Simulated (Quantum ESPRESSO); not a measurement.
# Fixed-spin-moment curve of CoO

Wanted: E(M) for CoO from a parallel start.

Method: PBEsol with U = 2.1 eV on Co d (ortho-atomic projectors); plane waves with GBRV 1.5 PBEsol potentials, no spin-orbit coupling, in Quantum ESPRESSO 7.5.

Most raw output is cut from this account.

## 1. The structure

Symmetry: Fm-3m, No. 225, cubic system. Conventional cell: a = 4.263 Å, b = 4.263 Å, c = 4.263 Å, α = 90.00°, β = 90.00°, γ = 90.00°. Nearest to Co lie 6 O at 2.13 Å. O has 6 Co at 2.13 Å nearest. Farther neighbours and most contacts between anions are not listed.

Coordinates:

```cif
data_structure
_symmetry_space_group_name_H-M 'P 1'
_symmetry_Int_Tables_number 1
_cell_length_a 3.0144
_cell_length_b 3.0144
_cell_length_c 3.0144
_cell_angle_alpha 60.000
_cell_angle_beta 60.000
_cell_angle_gamma 60.000
_cell_volume 19.37
loop_
_atom_site_label
_atom_site_type_symbol
_atom_site_fract_x
_atom_site_fract_y
_atom_site_fract_z
_atom_site_occupancy
Co1 Co 0.00000 0.00000 0.00000 1
O2 O 0.50000 0.50000 0.50000 1
```

The cell comes from the Crystallography Open Database.

## 2. No moment imposed

File pw.in:

```
&CONTROL
  calculation = 'scf'
  prefix = 'pwscf'
  outdir = './tmp'
  pseudo_dir = './pseudo'
  disk_io = 'nowf'
/
&SYSTEM
  ibrav = 0
  nat = 2
  ntyp = 2
  ecutwfc = 40
  ecutrho = 280
  nbnd = 20
  occupations = 'smearing'
  smearing = 'fd'
  degauss = 0.00367493
  nspin = 2
  starting_magnetization(1) = 0.1765
  starting_magnetization(2) = 0
/
&ELECTRONS
  conv_thr = 4d-09
  electron_maxstep = 150
  mixing_beta = 0.3
/
ATOMIC_SPECIES
Co     58.9332 co_pbesol_v1.2.uspp.F.UPF
O      15.9990 o_pbesol_v1.2.uspp.F.UPF
CELL_PARAMETERS bohr
   0.0000000000    4.0279512346    4.0279512346
   4.0279512346    0.0000000000    4.0279512346
   4.0279512346    4.0279512346    0.0000000000
ATOMIC_POSITIONS crystal
Co      0.0000000000    0.0000000000    0.0000000000
O       0.5000000000    0.5000000000    0.5000000000
K_POINTS automatic
8 8 8 0 0 0
HUBBARD {ortho-atomic}
U Co-3d 2.1000
```

Run with:

```
> OMP_NUM_THREADS=1 mpirun -n 2 pw.x -nk 2 -in pw.in > pw.out
```

It took 8.4 s on 2 MPI ranks of Arm Neoverse V1, shared host; peak memory 0.15 GiB; 17 s of CPU time.

Spin moment in the atom's sphere by atom:

```tsv
atom	spin moment in the atom's sphere (μB)
Co1	2.59
O2	0.31
```

Numbers from this step:

| Property | Result |
| --- | --- |
| smearing term TS | 0.03271 eV |
| magnetization | 2.998 μB |
| absolute magnetization | 3.025 μB |
| final state | ferromagnetic |

## 3. Moment fixed at 0 μB

The two spin channels are filled to separate Fermi energies, so that the total moment meets the target. Half of the up one less the down one is the slope dE/dM.

Edit pw.in of step 2 so:

```diff
@@ -18,4 +18,5 @@
   nspin = 2
-  starting_magnetization(1) = 0.1765
+  starting_magnetization(1) = 0.0088
   starting_magnetization(2) = 0
+  tot_magnetization = 0
 /
```

Run time: 8.4 s. Hardware: 2 MPI ranks; peak memory 0.15 GiB.

This step gave:

```
magnetization                                 : 0 μB
absolute magnetization                        : 0 μB
half the difference of the two Fermi energies : 0 meV
largest moment                                : 0 μB
```

## 4. Moment fixed at 0.674 μB

Edit pw.in of step 3 so:

```diff
@@ -13,3 +13,3 @@
   ecutrho = 280
-  nbnd = 20
+  nbnd = 21
   occupations = 'smearing'
@@ -18,5 +18,5 @@
   nspin = 2
-  starting_magnetization(1) = 0.0088
+  starting_magnetization(1) = 0.0396
   starting_magnetization(2) = 0
-  tot_magnetization = 0
+  tot_magnetization = 0.674
 /
```

Elapsed: 8.8 s, on 2 MPI ranks; peak memory 0.15 GiB.

Spin moment in the atom's sphere by atom:

```tsv
atom	spin moment in the atom's sphere (μB)
Co1	0.734
O2	-0.102
```

Numbers from this step:

```
magnetization                                 : 0.674 μB
absolute magnetization                        : 0.893 μB
half the difference of the two Fermi energies : -550.9 meV
```

## 5. Moment fixed at 1.349 μB

Edit pw.in of step 4 so:

```diff
@@ -18,5 +18,5 @@
   nspin = 2
-  starting_magnetization(1) = 0.0396
+  starting_magnetization(1) = 0.0794
   starting_magnetization(2) = 0
-  tot_magnetization = 0.674
+  tot_magnetization = 1.349
 /
```

The job ended after 8.8 s (2 MPI ranks; peak memory 0.15 GiB).

This step gave:

```
magnetization                                 : 1.349 μB
absolute magnetization                        : 1.574 μB
half the difference of the two Fermi energies : -91 meV
largest moment                                : 1.375 μB
```

## 6. An input with a fault

As a test, an input with a fault in it is run.

File pw.in:

```
&CONTROL
  calculation = 'scf'
  prefix = 'pwscf'
  outdir = './tmp'
  pseudo_dir = './pseudo'
  disk_io = 'nowf'
/
&SYSTEM
  ibrav = 0
  nat = 2
  ntyp = 2
  input_dft = 'pbe96x'
  ecutwfc = 40
  ecutrho = 280
  nbnd = 20
  occupations = 'smearing'
  smearing = 'fd'
  degauss = 0.00367493
  nspin = 2
  starting_magnetization(1) = 0.1765
  starting_magnetization(2) = 0
/
&ELECTRONS
  conv_thr = 4d-09
  electron_maxstep = 60
  mixing_beta = 0.3
/
ATOMIC_SPECIES
Co     58.9332 co_pbesol_v1.2.uspp.F.UPF
O      15.9990 o_pbesol_v1.2.uspp.F.UPF
CELL_PARAMETERS angstrom
   0.0000000000    2.1315000000    2.1315000000
   2.1315000000    0.0000000000    2.1315000000
   2.1315000000    2.1315000000    0.0000000000
ATOMIC_POSITIONS crystal
Co      0.0000000000    0.0000000000    0.0000000000
O       0.5000000000    0.5000000000    0.5000000000
K_POINTS automatic
8 8 8 0 0 0
HUBBARD {ortho-atomic}
U Co-3d 2.1000
```

The job ended after 10 s (2 MPI ranks; peak memory 0.15 GiB).

Convergence was reached, yet the input spoils the result.

The fault in the input: a mistyped functional, which the program reads as gradient terms without local exchange and correlation.

Side by side:

```tsv
quantity	this run	same start on sound input	difference
largest moment (μB)	9.254e-5	2.5898	-2.59
magnetization (μB)	0	2.998	-3.00
absolute magnetization (μB)	0	3.025	-3.02
```

One result that differs is the largest moment, 9.3e-5 μB against 2.59 μB.

## 7. The curve

The runs not shown differ in the target, the start and the number of states alone. The point at 3.00 μB is the free run, entered with slope zero.

Energy over the lowest against total spin moment:

```tsv
total spin moment (μB a cell)	energy over the lowest (meV a cell)
0.00	653
0.67	448
1.35	247
2.02	150
2.70	35.9
3.00	0
3.37	733
4.05	2729
```

dE/dM against total spin moment:

```tsv
total spin moment (μB a cell)	dE/dM (meV/μB)
0.00	-0.00425
0.67	-551
1.35	-91.0
2.02	-141
2.70	-173
3.00	0
3.37	2525
4.05	3340
```

Table of largest site moment by total spin moment:

```tsv
total spin moment (μB a cell)	largest site moment (μB)
0.00	1.8e-5
0.67	0.734
1.35	1.38
2.02	1.93
2.70	2.41
3.00	2.59
3.37	2.73
4.05	2.99
```

## 8. Summary of results

| Property | Result |
| --- | --- |
| moment of the free run | 3.00 μB a cell |
| energy at zero total moment | 653 meV a cell over the lowest |

In words: At zero total moment the site moments vanish, so the 653 meV a cell is the energy of forming them, the change of the Hubbard energy included. The points show one minimum alone. The free run has a whole-number moment, and the slope goes from -173 to 2525 meV/μB between its neighbours: a kink, as where a spin channel has a gap, so no stiffness is given. The cell holds one seeded atom, so opposed orders, which may lie lower, cannot form in it. The smearing term is large for its width, so states at the Fermi level are partly filled: at this level the cell is a metal or has a gap of a few widths at most. Degenerate orbitals of a corrected shell are partly filled. Whether a state of lower symmetry lies under this one was not tested; under a U it often does.

[Logs and program files are shortened in this print: banners, set-up blocks, solver, clock and traceback lines can be left out without a mark of their own.]

[Logs are printed without paths, hosts, clocks, repeated set-up lines and the standing remarks that a program may print on its own settings, such as how far it seeks lower states.]

[Hosts, paths, dates, database ids (printed as entryN), source tags and the programs' standing remarks are cut or masked in the printed files.]

[Where a cell is said to come from a database of computed structures, the database is the Materials Project.]
